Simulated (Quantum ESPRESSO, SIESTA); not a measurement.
# How stiff is bcc Mo? Volume scan at PBEsol

What equilibrium volume and bulk modulus does PBEsol give for bcc Mo, and do programs with other bases and potentials agree?

Values are calculated unless marked as measured.

The experiments to compare with:

For Mo, body-centred cubic (bulk Mo, literature value), “Anisotropic Resistivity Size Effect in Epitaxial Mo(001) and Mo(011) Layers” (2023, pmc:10052566) quotes earlier work: lattice constant a (cubic lattice constant, literature experiment) 3.147 Å [literature experimental value used as input for the DFT calculation; temperature not …].

**1. Set-up**

The cell holds 1 atom (1 Mo). It starts from typed lattice constants, and its volume is changed by -8 to +8 %. Symmetry fixes shape and atoms, so all levels solve the scaled cells as they are.

**2. One input**

Quantum ESPRESSO 7.5: Kohn-Sham DFT, PBEsol, GBRV 1.5 ultrasoft pseudopotentials, plane waves. Its pw.in for the cell at -2 %:

```
&control
  calculation = 'scf'
  pseudo_dir = './pseudo'
  outdir = './tmp'
  disk_io = 'none'
  tprnfor = .true.
  tstress = .true.
/
&system
  ibrav = 0
  nat = 1
  ntyp = 1
  ecutwfc = 45
  ecutrho = 270
  occupations = 'smearing'
  smearing = 'fd'
  degauss = 0.007350
/
&electrons
  conv_thr = 1.0e-08
  electron_maxstep = 100
  mixing_beta = 0.3
  mixing_mode = 'plain'
  diagonalization = 'david'
/
ATOMIC_SPECIES
Mo 95.950 Mo.upf
CELL_PARAMETERS angstrom
-1.56940 1.56940 1.56940
1.56940 -1.56940 1.56940
1.56940 1.56940 -1.56940
ATOMIC_POSITIONS crystal
Mo 0.00000 0.00000 0.00000
K_POINTS automatic
14 14 14 0 0 0
```

It took 6 s on 2 MPI ranks of Arm Neoverse V1, shared host; peak memory 0.17 GiB.

**3. Programs and settings**

| level | basis or training data | k-meshes | runs finished | CPU time | peak memory (GiB) |
| --- | --- | --- | --- | --- | --- |
| QE, PBEsol (reference) | plane waves, GBRV 1.5 ultrasoft, 45/270 Ry | 14×14×14 | 9 of 9 | 1.9 min | 0.17 |
| SIESTA DZP, PBEsol | DZP orbitals, shift 0.01 Ry, mesh 400 Ry | 14×14×14 | 9 of 9 | 6.4 min | 0.37 |

CPU times are sums over a level's finished runs on a shared host, and rough.

**4. Energy and pressure**

Energy over each level's lowest row (meV an atom), then pressure (GPa):

```
volume change (%)  volume (Å³/atom)  E, QE, PBEsol  E, SIESTA DZP, PBEsol  P, QE, PBEsol  P, SIESTA DZP, PBEsol
               -8            14.515          41.21                  37.64          16.54                  16.93
               -6            14.831          14.55                  11.62           9.56                   9.49
               -4            15.146           1.26                   0.00           3.14                   2.85
               -2            15.462           0.00                   0.68          -2.64                  -3.19
               +0            15.777           9.62                  12.51          -7.86                  -8.69
               +2            16.093          29.03                  34.59         -12.61                 -13.48
               +4            16.408          57.25                  65.61         -16.84                 -17.90
               +6            16.724          93.34                 104.54         -20.62                 -21.75
               +8            17.040         136.56                 150.63         -24.02                 -25.27
```

**5. Fits**

Third-order Birch–Murnaghan fits: the energy is a cubic in V^(−2/3), fitted to the energies of the rows that share one k-mesh, or through its derivative to the printed pressures. A tick marks the fit quoted below: that to energies where it misses by under 0.12 meV an atom, else that to pressures.

```
             level           fitted to  V0 (Å³/atom)  a (Å)  B0 (GPa)    B′    r.m.s. miss
        QE, PBEsol  energies, 9 rows ✓        15.337  3.130     278.9  4.13  0.02 meV/atom
        QE, PBEsol   pressures, 9 rows        15.312  3.129     278.9  4.01       0.04 GPa
SIESTA DZP, PBEsol  energies, 9 rows ✓        15.283  3.127     294.0  4.48  0.06 meV/atom
SIESTA DZP, PBEsol   pressures, 9 rows        15.289  3.127     292.8  4.20       0.04 GPa
```

**6. Findings**

From its energies, the reference gives V0 = 15.337 Å³ an atom (a = 3.130 Å), B0 = 279 GPa and B′ = 4.1. SIESTA DZP, PBEsol (energies) lies -0.35 % from it in volume and +5.4 % in bulk modulus. Where both fits stand, they agree on V0 within 0.3 %.

Computed beside measured:

| quantity | measured | QE, PBEsol | SIESTA DZP, PBEsol |
| --- | --- | --- | --- |
| lattice constant a (Å) | 3.147 | 3.130 (-0.5 %) | 3.127 (-0.6 %) |

Measured values from pmc:10052566 (2023).

**Against experiment.** The reference's lattice constant a lies -0.5 % from the measured 3.147 Å, the other levels' -0.6 %. Zero-point motion and thermal motion are not in the computed lattice constants.

**Limits.** The nuclei are static, without zero-point or thermal motion. Spin–orbit coupling is left out. SIESTA's automatically made basis is far from complete, and its potentials were converted by us (checked for H, C, O, Si, Ge and Ca alone). The DFT runs use Fermi–Dirac occupations of width 0.1 eV, and energies are free energies.

[Long decimals in the printed logs are rounded to 6 places.]

[Logs are printed without paths, hosts, clocks, repeated set-up lines and the standing remarks that a program may print on its own settings, such as how far it seeks lower states.]

[Hosts, paths, dates, database ids (printed as entryN), source tags and the programs' standing remarks are cut or masked in the printed files.]
